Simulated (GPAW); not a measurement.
The Cl K edge of atom 3 in KCaCl3 (Cm), with 1 Ca at 2.70 Å and 1 Ca at 2.71 Å (linear, site symmetry 1), was computed in 2 ways: full core hole (charged cell) and no core hole. Program and functional: GPAW, LDA, Gaussian full width 0.9 eV up to 4 eV, rising linearly to 3.5 eV at 25 eV; cells of 5 and 10 atoms (the run without a hole in the smaller).

Each run is counted from its own lowest empty level or Fermi level and scaled to a mean of 1 over its first 20 eV.

| E (eV) | run 1 | run 2 |
| --- | --- | --- |
| -2.0 | 0.00 | 0.00 |
| -1.4 | 0.00 | 0.00 |
| -0.8 | 0.00 | 0.00 |
| -0.2 | 0.00 | 0.00 |
| 0.4 | 0.03 | 0.09 |
| 1.0 | 0.22 | 0.50 |
| 1.6 | 0.98 | 1.25 |
| 2.2 | 1.25 | 1.38 |
| 2.8 | 0.89 | 0.97 |
| 3.4 | 1.39 | 1.83 |
| 4.0 | 1.64 | 2.01 |
| 4.6 | 1.91 | 1.75 |
| 5.2 | 1.63 | 1.24 |
| 5.8 | 1.20 | 0.94 |
| 6.4 | 1.29 | 0.78 |
| 7.0 | 1.14 | 0.53 |
| 7.6 | 0.69 | 0.40 |
| 8.2 | 0.62 | 0.48 |
| 8.8 | 0.78 | 0.67 |
| 9.4 | 0.96 | 0.91 |
| 10.0 | 0.95 | 0.98 |
| 10.6 | 0.82 | 0.85 |
| 11.2 | 0.78 | 0.73 |
| 11.8 | 0.75 | 0.69 |
| 12.4 | 0.61 | 0.73 |
| 13.0 | 0.54 | 0.94 |
| 13.6 | 0.74 | 1.24 |
| 14.2 | 1.11 | 1.48 |
| 14.8 | 1.41 | 1.54 |
| 15.4 | 1.52 | 1.45 |
| 16.0 | 1.45 | 1.29 |
| 16.6 | 1.28 | 1.11 |
| 17.2 | 1.10 | 0.95 |
| 17.8 | 0.95 | 0.85 |
| 18.4 | 0.84 | 0.81 |
| 19.0 | 0.79 | 0.83 |
| 19.6 | 0.81 | 0.88 |
| 20.2 | 0.88 | 0.93 |
| 20.8 | 0.93 | 0.95 |
| 21.4 | 0.94 | 0.94 |
| 22.0 | 0.90 | 0.91 |
| 22.6 | 0.86 | 0.91 |
| 23.2 | 0.83 | 0.95 |
| 23.8 | 0.81 | 1.03 |
| 24.4 | 0.83 | 1.12 |
| 25.0 | 0.89 | 1.24 |
| 25.6 | 1.00 | 1.34 |
| 26.2 | 1.15 | 1.41 |
| 26.8 | 1.29 | 1.42 |
| 27.4 | 1.39 | 1.36 |
| 28.0 | 1.42 | 1.25 |
| 28.6 | 1.37 | 1.13 |
| 29.2 | 1.28 | 1.03 |
| 29.8 | 1.19 | 0.97 |
| 30.4 | 1.12 | 0.94 |

Question: Which run is which?

Run 1: no core hole (area from −2 to 6 eV 6.6, main maxima 2.0 eV (1.35), 4.5 eV (1.92), 6.6 eV (1.33) and 15.4 eV (1.52)). Run 2: full core hole (charged cell) (area from −2 to 6 eV 7.1, main maxima 2.0 eV (1.49), 3.8 eV (2.07), 9.9 eV (0.98) and 14.7 eV (1.54)). With each curve scaled to its own mean, the area from −2 to 6 eV with the hole is 7.1 against 6.6, and the centre of weight from −1 to 20 eV moves by -0.0 eV (first and strongest maxima below 20 eV: 2.0 eV (1.35), 4.5 eV (1.92) and 15.4 eV (1.52) without the hole, 2.0 eV (1.49), 3.8 eV (2.07) and 14.7 eV (1.54) with it); the shape changes all the same, by 23 % r.m.s.

[Hosts, paths, dates, database ids (printed as entryN), source tags and the programs' standing remarks are cut or masked in the printed files.]

[Lists of maxima count a maximum above −3 eV only where it reaches 4 % of the highest in the window and stands out from its surroundings by 2 % of it (1.5 % where it reaches 55 %); shoulders and weaker maxima are passed over, and of the rest the first, up to two pre-edge ones and the few strongest are named.]
